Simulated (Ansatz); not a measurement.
**Optical response of SrPd2N2 (model structure)**

What colour and refractive index does SrPd2N2 (model structure) have at this level of theory? The structure is a model built here, which may or may not match a known phase. It was built so: All P replaced by N in the I4/mmm structure of SrP2Pd2.

Method: DFT, PBE, plane-wave PAW, default files, scalar-relativistic, independent-particle optical response without local fields, in Ansatz 0.2.0.

## (1) The structure

Symmetry: I4/mmm, No. 139, tetragonal system. The conventional cell has a = 3.841 Å, b = 3.841 Å, c = 8.802 Å, α = 90.00°, β = 90.00°, γ = 90.00°. Nearest to Pd lie 4 N at 2.26 Å. Nearest to Sr lie 10 N at 2.90 to 3.40 Å and 8 Pd at 2.92 Å. Nearest to N lie 1 N at 2.01 Å and 4 Pd at 2.26 Å and 5 Sr at 2.90 to 3.40 Å. All P replaced by N in the I4/mmm structure of SrP2Pd2. Farther neighbours and most contacts between anions are not listed.

## (2) Relaxation

The structure was built or cut out here, so it is relaxed before any spectrum is computed.

This step: DFT, PBE, plane-wave PAW, default files, scalar-relativistic, relaxation (Ansatz 0.2.0).

Input file input.yaml:

```yaml
crystal:
  lattice:
    - [-1.92048777, 1.92048777, 4.40113668]
    - [1.92048777, -1.92048777, 4.40113668]
    - [1.92048777, 1.92048777, -4.40113668]
  atoms:
    - { symbol: Pd, position: [0.25, 0.75, 0.5] }
    - { symbol: Pd, position: [0.75, 0.25, 0.5] }
    - { symbol: Sr, position: [0.0, 0.0, 0.0] }
    - { symbol: "N", position: [0.614, 0.614, 0.0] }
    - { symbol: "N", position: [0.386, 0.386, 0.0] }
kpoints:
  mp_grid: { grid: [8, 8, 8] }
scf:
  occupations: { method: fermi_dirac, width: 0.05 }
hamiltonian:
  xc: pbe
  pseudopotentials: { kind: paw }
output:
  forces: true
  stress: true
relax:
  f_tol: 0.02
  max_steps: 50
  cell: {}
```

Started as:

```sh
$ ansatz run input.yaml --threads 2 --pin off --max-ram 5120MiB --backend cpu --events-out ev --progress --plain --runs-dir out
```

Numbers of over 12 decimals in the logs are rounded to 6 here.

What it wrote:

```text
Engine: ansatz 0.2.0, aarch64-unknown-linux-gnu
Pseudopotentials: kind: paw
Pseudopotential: Pd, paw, valence charge 18, recommended cutoff 420 eV (normal), Pd.paw.azcp
Pseudopotential: Sr, paw, valence charge 10, recommended cutoff 420 eV (normal), Sr.paw.azcp
Pseudopotential: N, paw, valence charge 5, recommended cutoff 420 eV (normal), N.paw.azcp
Functional definition: PBE
  parameter kappa = 0.804
  parameter beta = 0.066725
  exchange = pbe_x(kappa = kappa, mu = beta*pi^2/3)
  correlation = pbe_c(beta = beta)
Crystal: 5 atoms, lattice volume = 64.930 Å³
Basis set: ecut = 420 eV, 1307 PW (Γ), exchange–correlation on 72×72×72 points (8 copies of the dense FFT grid, shifted against one another)
Bands: 34, of which v1, the nominal top of the filled ones, is band 28 counted from 1 (27 counted from 0)
Symmetry: 16 space group operations
Space group: I4/mmm (ITA 139), of the structure as read, at distance tolerance 4.0e-5 Å
k-points: 59 of 512
Non-local potential: Pd, projectors of the file, l = 0: 2, l = 1: 2, l = 2: 2, l = 3: 1
Non-local potential: Sr, projectors of the file, l = 0: 3, l = 1: 2, l = 2: 2
Non-local potential: N, projectors of the file, l = 0: 2, l = 1: 2, l = 2: 1
PAW form: soft (Blöchl's): semilocal exchange-correlation on the pseudo side does not see the compensation charge
PAW one-centre angular grid: Pd, 590 points (default); XC on 64 Gauss nodes
PAW one-centre angular grid: Sr, 110 points (default); XC on 64 Gauss nodes
PAW one-centre angular grid: N, 110 points (default); XC on 64 Gauss nodes
Initial density: superposition of atomic densities (neutral atoms: chi_scale 0, normalization atom), corrected by the library's trained network
Initial wavefunctions: pseudopotential atomic-orbital guess
Functional: x = pbe(κ = 0.804, μ = 0.219515), c = pbe(β = 0.066725)
SCF iter   1: F=—  HF=-18254.523520 eV  |F-HF|=—  |Δ(HF+E_count)|=         —  Δρ=1.23e-2  dr2=1.22e-1  ethr=1.77e-3  ⟨swp⟩=6.8  Hψ=8842  notcnv=0  defer=1
preconditioner: auto → Kerker (q_TF=auto, 2.662 Å⁻¹)  [metal: Δε(μ)=0.005 eV  Ē_g=9.939 eV  σ=0.050 eV  W_gap=0.03  n_scr=14 (ndim 8)  ℏωp=28.4 eV  f_vac=0.000  D(μ)=4.08/eV (n_scr^D=36)]
SCF iter   2: F=—  HF=-18254.512677 eV  |F-HF|=—  |Δ(HF+E_count)|=   1.08e-2  Δρ=4.31e-3  dr2=1.55e-2  ethr=2.17e-4  ⟨swp⟩=2.1  Hψ=2786  notcnv=0  defer=11
SCF iter   3: F=—  HF=-18254.510118 eV  |F-HF|=—  |Δ(HF+E_count)|=   2.56e-3  Δρ=1.40e-3  dr2=2.60e-3  ethr=2.77e-5  ⟨swp⟩=1.8  Hψ=2553  notcnv=0  defer=11
SCF iter   4: F=—  HF=-18254.509489 eV  |F-HF|=—  |Δ(HF+E_count)|=   6.29e-4  Δρ=4.65e-4  dr2=2.19e-4  ethr=4.64e-6  ⟨swp⟩=2.2  Hψ=2996  notcnv=0  defer=11
SCF iter   5: F=—  HF=-18254.509426 eV  |F-HF|=—  |Δ(HF+E_count)|=   6.31e-5  Δρ=1.06e-4  dr2=9.09e-6  ethr=3.92e-7  ⟨swp⟩=2.0  Hψ=3029  notcnv=0  defer=11
SCF iter   6: F=—  HF=-18254.509420 eV  |F-HF|=—  |Δ(HF+E_count)|=   6.35e-6  Δρ=2.61e-5  dr2=6.15e-7  ethr=1.62e-8  ⟨swp⟩=2.2  Hψ=2878  notcnv=0  defer=11
SCF iter   7: F=-18254.509420 eV  HF=-18254.509420 eV  |F-HF|=9.79e-9  |Δ(HF+E_count)|=   9.52e-8  Δρ=6.82e-6  dr2=5.12e-8  ethr=1.79e-10  ⟨swp⟩=5.0  Hψ=8103  notcnv=0
SCF 1 converged in 7 iterations: F = -18254.509420 eV  dr2 = 5.12e-8
  greatest PAW one-centre occupation: 1.000 electrons in one spin orbital (limit 2), on the Pd atom at site 1 (counted from 0), in its partial waves of l = 0
relax step   1: F+E_penalty+E_count = -18254.50942011 eV  Δ(F+E_penalty+E_count) = +0.000e0 eV  max|allowed force component| = 1.237e0 eV/Å  Δτ_max = 0.0000 Å  P = +16.268 GPa  Ω = 64.930 Å³  (7 SCF iters, dr2 threshold 1.00e-7 eV, accepted)
Crystal: 5 atoms, lattice volume = 70.791 Å³
Basis set: ecut = 420 eV, 1371 PW (Γ), exchange–correlation on 72×72×72 points (8 copies of the dense FFT grid, shifted against one another)
Initial density: handed on by an earlier stage of this run
Initial wavefunctions: those handed on with the density
iter 1 solved again at ethr=1.06e-3 eV; its pass at ethr=3.10e-3 eV (dr2=5.92e-1 eV) is discarded
SCF iter   1: F=—  HF=-18255.026725 eV  |F-HF|=—  |Δ(HF+E_count)|=         —  Δρ=2.08e-2  dr2=5.98e-1  ethr=1.06e-3  ⟨swp⟩=1.0  Hψ=9630  notcnv=0
preconditioner: auto → Kerker (q_TF=auto, 2.624 Å⁻¹)  [metal: Δε(μ)=0.013 eV  Ē_g=9.512 eV  σ=0.050 eV  W_gap=0.06  n_scr=22 (ndim 8)  ℏωp=27.2 eV  f_vac=0.000  D(μ)=4.58/eV (n_scr^D=36)]
SCF iter   2: F=—  HF=-18254.962562 eV  |F-HF|=—  |Δ(HF+E_count)|=   6.42e-2  Δρ=1.01e-2  dr2=1.69e-1  ethr=1.06e-3  ⟨swp⟩=1.9  Hψ=2128  notcnv=0
SCF iter   3: F=—  HF=-18254.933270 eV  |F-HF|=—  |Δ(HF+E_count)|=   2.93e-2  Δρ=2.44e-3  dr2=1.26e-2  ethr=3.02e-4  ⟨swp⟩=2.7  Hψ=2445  notcnv=0
SCF iter   4: F=—  HF=-18254.930155 eV  |F-HF|=—  |Δ(HF+E_count)|=   3.12e-3  Δρ=9.19e-4  dr2=9.10e-4  ethr=2.26e-5  ⟨swp⟩=2.2  Hψ=3215  notcnv=0
SCF iter   5: F=—  HF=-18254.929940 eV  |F-HF|=—  |Δ(HF+E_count)|=   2.15e-4  Δρ=3.14e-4  dr2=1.03e-4  ethr=1.62e-6  ⟨swp⟩=2.1  Hψ=3104  notcnv=0
SCF iter   6: F=—  HF=-18254.929927 eV  |F-HF|=—  |Δ(HF+E_count)|=   1.31e-5  Δρ=8.95e-5  dr2=7.02e-6  ethr=1.83e-7  ⟨swp⟩=2.0  Hψ=2805  notcnv=0
SCF iter   7: F=—  HF=-18254.929928 eV  |F-HF|=—  |Δ(HF+E_count)|=   1.29e-6  Δρ=3.29e-5  dr2=9.65e-7  ethr=1.25e-8  ⟨swp⟩=2.1  Hψ=3141  notcnv=0
SCF iter   8: F=-18254.929928 eV  HF=-18254.929928 eV  |F-HF|=1.47e-9  |Δ(HF+E_count)|=   4.72e-8  Δρ=8.42e-6  dr2=5.56e-8  ethr=8.93e-10  ⟨swp⟩=4.0  Hψ=6710  notcnv=0
SCF 2 converged in 8 iterations: F = -18254.929928 eV  dr2 = 5.56e-8
  greatest PAW one-centre occupation: 0.999 electrons in one spin orbital (limit 2), on the Pd atom at site 1 (counted from 0), in its partial waves of l = 0
relax step   2: F+E_penalty+E_count = -18254.92992822 eV  Δ(F+E_penalty+E_count) = -4.205e-1 eV  max|allowed force component| = 9.138e-1 eV/Å  Δτ_max = 0.0372 Å  P = +1.705 GPa  Ω = 70.791 Å³  energy of the carried Pulay correction = -1.025e-2 eV  (8 SCF iters, dr2 threshold 5.00e-7 eV, accepted)
Crystal: 5 atoms, lattice volume = 72.011 Å³
Basis set: ecut = 420 eV, 1413 PW (Γ), exchange–correlation on 72×72×72 points (8 copies of the dense FFT grid, shifted against one another)
iter 1 solved again at ethr=7.70e-5 eV; its pass at ethr=3.10e-3 eV (dr2=4.31e-2 eV) is discarded
SCF iter   1: F=—  HF=-18255.126952 eV  |F-HF|=—  |Δ(HF+E_count)|=         —  Δρ=1.16e-2  dr2=4.38e-2  ethr=7.70e-5  ⟨swp⟩=1.8  Hψ=10975  notcnv=0
preconditioner: auto → Kerker (q_TF=auto, 2.616 Å⁻¹)  [metal: Δε(μ)=0.005 eV  Ē_g=9.369 eV  σ=0.050 eV  W_gap=0.03  n_scr=24 (ndim 8)  ℏωp=27.0 eV  f_vac=0.000  D(μ)=3.99/eV (n_scr^D=32)]
[...]
relax step   8: F+E_penalty+E_count = -18257.23457790 eV  Δ(F+E_penalty+E_count) = -1.098e-1 eV  max|allowed force component| = 6.519e-1 eV/Å  Δτ_max = 0.0360 Å  P = -1.266 GPa  Ω = 78.806 Å³  energy of the carried Pulay correction = -2.293e-2 eV  (8 SCF iters, dr2 threshold 5.00e-7 eV, accepted)
relax step   9: F+E_penalty+E_count = -18257.25262189 eV  Δ(F+E_penalty+E_count) = -1.804e-2 eV  max|allowed force component| = 1.012e-1 eV/Å  Δτ_max = 0.0016 Å  P = +0.191 GPa  Ω = 78.695 Å³  energy of the carried Pulay correction = -2.277e-2 eV  (6 SCF iters, dr2 threshold 5.00e-7 eV, accepted)
relax step  10: F+E_penalty+E_count = -18257.25275418 eV  Δ(F+E_penalty+E_count) = -1.323e-4 eV  max|allowed force component| = 2.969e-2 eV/Å  Δτ_max = 0.0009 Å  P = +0.120 GPa  Ω = 78.676 Å³  energy of the carried Pulay correction = -2.274e-2 eV  (6 SCF iters, dr2 threshold 5.00e-7 eV, accepted)
relax step  11: F+E_penalty+E_count = -18257.25269337 eV  Δ(F+E_penalty+E_count) = +6.081e-5 eV  max|allowed force component| = 3.891e-4 eV/Å  Δτ_max = 0.0002 Å  P = +0.022 GPa  Ω = 78.744 Å³  energy of the carried Pulay correction = -2.284e-2 eV  (6 SCF iters, dr2 threshold 5.51e-8 eV, accepted)
relax step  12: F+E_penalty+E_count = -18257.36549942 eV  Δ(F+E_penalty+E_count) = -1.128e-1 eV  max|allowed force component| = 1.040e-1 eV/Å  Δτ_max = 0.0000 Å  P = +1.916 GPa  Ω = 78.744 Å³  stress off target by 3.93e0 GPa  SCF on the basis re-selected at this cell (its energy is not comparable with the rows above)  (8 SCF iters)
relax step  13: F+E_penalty+E_count = -18257.39864105 eV  Δ(F+E_penalty+E_count) = -3.314e-2 eV  max|allowed force component| = 8.656e-3 eV/Å  Δτ_max = 0.0143 Å  P = +0.812 GPa  Ω = 80.539 Å³  energy of the carried Pulay correction = -2.776e-3 eV  (7 SCF iters, dr2 threshold 5.00e-7 eV, accepted)
relax step  14: F+E_penalty+E_count = -18257.40895875 eV  Δ(F+E_penalty+E_count) = -1.032e-2 eV  max|allowed force component| = 1.567e-1 eV/Å  Δτ_max = 0.0138 Å  P = +0.190 GPa  Ω = 81.855 Å³  energy of the carried Pulay correction = -5.041e-3 eV  (7 SCF iters, dr2 threshold 5.00e-7 eV, accepted)
relax step  15: F+E_penalty+E_count = -18257.40918832 eV  Δ(F+E_penalty+E_count) = -2.296e-4 eV  max|allowed force component| = 4.752e-2 eV/Å  Δτ_max = 0.0008 Å  P = -0.037 GPa  Ω = 81.871 Å³  energy of the carried Pulay correction = -5.050e-3 eV  (6 SCF iters, dr2 threshold 5.00e-7 eV, accepted)
relax step  16: F+E_penalty+E_count = -18257.40916509 eV  Δ(F+E_penalty+E_count) = +2.323e-5 eV  max|allowed force component| = 5.747e-4 eV/Å  Δτ_max = 0.0004 Å  P = +0.001 GPa  Ω = 81.892 Å³  energy of the carried Pulay correction = -5.095e-3 eV  (6 SCF iters, dr2 threshold 1.41e-7 eV, accepted)
relax step  17: F+E_penalty+E_count = -18257.41620833 eV  Δ(F+E_penalty+E_count) = -7.043e-3 eV  max|allowed force component| = 9.506e-3 eV/Å  Δτ_max = 0.0000 Å  P = +0.027 GPa  Ω = 81.892 Å³  stress off target by 1.82e-1 GPa  SCF on the basis re-selected at this cell (its energy is not comparable with the rows above)  (7 SCF iters)
relax step  18: F+E_penalty+E_count = -18257.41632824 eV  Δ(F+E_penalty+E_count) = -1.199e-4 eV  max|allowed force component| = 4.944e-4 eV/Å  Δτ_max = 0.0015 Å  P = +0.013 GPa  Ω = 81.974 Å³  energy of the carried Pulay correction = -7.846e-5 eV  (6 SCF iters, dr2 threshold 8.28e-8 eV, accepted)
iter 1 solved again at ethr=3.94e-6 eV; its pass at ethr=3.10e-3 eV (dr2=2.21e-3 eV) is discarded
SCF iter   1: F=—  HF=-18257.416467 eV  |F-HF|=—  |Δ(HF+E_count)|=         —  Δρ=6.16e-5  dr2=1.06e-7  ethr=3.94e-6  ⟨swp⟩=3.2  Hψ=14107  notcnv=0
eigensolver tolerance schedule: the retry pair's looser diagonalisation over-reported the residual by 20758.04 of it (diagonalisation noise at an unbounded share of the residual, at the tolerance the schedule requests for it); recorded, not acted on — ethr = c·dr2/N_el stays at c = 1.0e-1
preconditioner: auto → Kerker (q_TF=auto, 2.560 Å⁻¹)  [metal: Δε(μ)=0.011 eV  Ē_g=9.548 eV  σ=0.050 eV  W_gap=0.05  n_scr=32 (ndim 8)  ℏωp=25.3 eV  f_vac=0.003  D(μ)=2.51/eV (n_scr^D=16)]
SCF iter   2: F=—  HF=-18257.416443 eV  |F-HF|=—  |Δ(HF+E_count)|=   2.40e-5  Δρ=3.14e-5  dr2=2.80e-8  ethr=1.90e-10  ⟨swp⟩=3.9  Hψ=5874  notcnv=0
SCF iter   3: F=—  HF=-18257.416449 eV  |F-HF|=—  |Δ(HF+E_count)|=   6.43e-6  Δρ=5.88e-6  dr2=6.24e-9  ethr=5.00e-11  ⟨swp⟩=2.0  Hψ=2936  notcnv=0
SCF iter   4: F=—  HF=-18257.416449 eV  |F-HF|=—  |Δ(HF+E_count)|=   2.03e-7  Δρ=1.07e-6  dr2=1.70e-9  ethr=1.11e-11  ⟨swp⟩=1.1  Hψ=2076  notcnv=0
SCF iter   5: F=—  HF=-18257.416449 eV  |F-HF|=—  |Δ(HF+E_count)|=  6.88e-10  Δρ=3.62e-7  dr2=2.25e-10  ethr=3.03e-12  ⟨swp⟩=1.1  Hψ=2014  notcnv=0
SCF iter   6: F=-18257.416449 eV  HF=-18257.416449 eV  |F-HF|=3.64e-12  |Δ(HF+E_count)|=  2.29e-10  Δρ=9.61e-8  dr2=6.82e-12  ethr=1.00e-12  ⟨swp⟩=5.0  Hψ=7656  notcnv=0
SCF 19 converged in 6 iterations: F = -18257.416449 eV  dr2 = 6.82e-12
relax step  19: F+E_penalty+E_count = -18257.41644919 eV  Δ(F+E_penalty+E_count) = -1.210e-4 eV  max|allowed force component| = 5.415e-4 eV/Å  Δτ_max = 0.0000 Å  P = +0.013 GPa  Ω = 81.974 Å³  stress off target by 3.28e-2 GPa  SCF on the basis re-selected at this cell (its energy is not comparable with the rows above)  (6 SCF iters)
basis re-selected at this cell: Δ(F+E_penalty+E_count) = -1.210e-4 eV, ΔP = -0.000 GPa vs the last step (what re-selecting the basis moved, of the pressure what is left beyond the Pulay correction that the steps carried, after the strain that the cell walked since its last selection, with what the two solves' SCF thresholds leave and, on support functions, any second-order correction that the steps lacked; it is no m [...]
SCF converged after 6 iterations
Free energy (F): -18257.416449 eV
Harris-Foulkes:  -18257.416449 eV  (|F-HF|=3.64e-12)
Internal energy: -18257.396292 eV  (E = F + TS)
E sigma→0 (E₀):  -18257.406370 eV
Entropy (-TS):   -0.020157 eV (-4.031 meV/atom)
Fermi energy:    12.195755 eV
--- Per-component energies (eV) ---
  E_band       = -570.474782
  E_kinetic    = 1532.815618
  E_local      = -6192.958766  (includes V_loc(G=0)·N_el)
  E_nonlocal   = 731.963721
  E_hartree    = 2416.317922
  E_xc         = -627.940259
  E_vxc        = -733.797306  (∫ρ·V_xc dr)
  E_paw        = -10451.257219  (= ΣΔE_a)
  E_vpaw       = -741.134550  (= ΣTr[D̂ρ^β])
  E_aug_tail   = 0.000637  (compensation charges beyond the density's cutoff)
  E_ewald      = -5666.337945
  E_smearing   = -0.020157  (= −TS)
  E_closure    = -0.000000  (closes the sum)
  Σ components = -18257.416449   (vs F -18257.416449, Δ=0.00e0)
--- Forces (eV/Å), atoms counted from 1 ---
  atom   1  Pd     0.00000000     0.00000000     0.00000000
  atom   2  Pd     0.00000000    -0.00000000     0.00000000
  atom   3  Sr    -0.00000000    -0.00000000    -0.00000000
  atom   4  N      0.00000000     0.00000000     0.00054153
  atom   5  N      0.00000000     0.00000000    -0.00054153
  max |Σ_I F_I| component: 1.39e-17 eV/Å
--- Stress (GPa, compression-positive) ---
        0.003326       0.000000      -0.000000
        0.000000       0.003326       0.000000
       -0.000000       0.000000       0.032791
  P = ⅓ Tr σ = 0.0131 GPa (0.131 kbar)
--- Relaxed structure (16 steps of the walk, 15 accepted, 3 SCFs on fresh bases) ---
  F+E_penalty+E_count = -18257.41644919 eV   max|allowed force component| = 5.415e-4 eV/Å   (the final SCF, on the basis selected at the relaxed cell)
  cell:  # Å, volume = 81.9736 Å³
    - [-1.956264, 1.956264, 5.354991]
    - [1.956264, -1.956264, 5.354991]
    - [1.956264, 1.956264, -5.354991]
  atoms:
    - { symbol: Pd, position: [0.25, 0.750000, 0.500000] }
    - { symbol: Pd, position: [0.750000, 0.25, 0.500000] }
    - { symbol: Sr, position: [1.000780399694918e-18, 1.0007803996949186e-18, 0] }
    - { symbol: N, position: [0.556057, 0.556057, 0] }
    - { symbol: N, position: [0.443943, 0.443943, 0] }
```

Run time: 60 s. Hardware: 2 threads of Arm Neoverse V2, shared host; peak memory 0.49 GiB.

Relaxation path:

| step | energy less that of the first step (eV) | largest force component (eV/Å) | pressure (GPa) | volume (Å³) |
| --- | --- | --- | --- | --- |
| 1 | 0.0000 | 1.2365 | 16.27 | 64.93 |
| 2 | -0.4205 | 0.9138 | 1.70 | 70.79 |
| 3 | -0.6137 | 1.1332 | -1.49 | 72.01 |
| 4 | -1.1806 | 2.6904 | -3.11 | 71.95 |
| 5 | -2.4521 | 2.0294 | 4.41 | 72.13 |
| 6 | 7.9420 | 97.6854 | 70.74 | 75.08 |
| 7 | -2.6153 | 1.8370 | 2.13 | 73.93 |
| 8 | -2.7252 | 0.6519 | -1.27 | 78.81 |
| 9 | -2.7432 | 0.1012 | 0.19 | 78.69 |
| 10 | -2.7433 | 0.0297 | 0.12 | 78.68 |
| 11 | -2.7433 | 0.0004 | 0.02 | 78.74 |
| 12* | -2.8561 | 0.1040 | 1.92 | 78.74 |
| 13 | -2.8892 | 0.0087 | 0.81 | 80.54 |
| 14 | -2.8995 | 0.1567 | 0.19 | 81.86 |
| 15 | -2.8998 | 0.0475 | -0.04 | 81.87 |
| 16 | -2.8997 | 0.0006 | 0.00 | 81.89 |
| 17* | -2.9068 | 0.0095 | 0.03 | 81.89 |
| 18 | -2.9069 | 0.0005 | 0.01 | 81.97 |
| 19* | -2.9070 | 0.0005 | 0.01 | 81.97 |

Relaxation steps marked * repeat the geometry before them on a plane-wave basis chosen anew for their cell, so energy and pressure can jump there. Relaxation step 6 was tried and not accepted.

Forces are held to the 16 operations that the run works with; a distortion that breaks them can't arise in this run.

| cell as run | before | after | change |
| --- | --- | --- | --- |
| a (Å) | 5.172 | 6.027 | +16.5 % |
| b (Å) | 5.172 | 6.027 | +16.5 % |
| c (Å) | 5.172 | 6.027 | +16.5 % |
| α (°) | 136.40 | 142.12 | +4.2 % |
| β (°) | 136.40 | 142.12 | +4.2 % |
| γ (°) | 63.36 | 54.64 | -13.8 % |
| volume (Å³/atom) | 12.99 | 16.39 | +26.2 % |

The atoms that moved most (Å, as changes of fractional coordinates times the final cell):

| atom | dx | dy | dz | length |
| --- | --- | --- | --- | --- |
| N4 | 0.000 | 0.000 | -0.621 | 0.621 |
| N5 | 0.000 | 0.000 | 0.621 | 0.621 |

Final coordinates:

```xyz
5
Lattice="-1.9563 1.9563 5.3550 1.9563 -1.9563 5.3550 1.9563 1.9563 -5.3550" Properties=species:S:1:pos:R:3 pbc="T T T"
Pd    1.9563    0.0000    2.6775
Pd    0.0000    1.9563    2.6775
Sr    0.0000    0.0000    0.0000
N     0.0000    0.0000    5.9554
N     0.0000    0.0000    4.7546
```

The relaxation ends with a largest force component of 5.4e-4 eV/Å and a pressure of 0.01 GPa.

[end of part 1 of 2]

[Logs are printed without paths, hosts, clocks, repeated set-up lines and the standing remarks that a program may print on its own settings, such as how far it seeks lower states.]

[Hosts, paths, dates, database ids (printed as entryN), source tags and the programs' standing remarks are cut or masked in the printed files.]
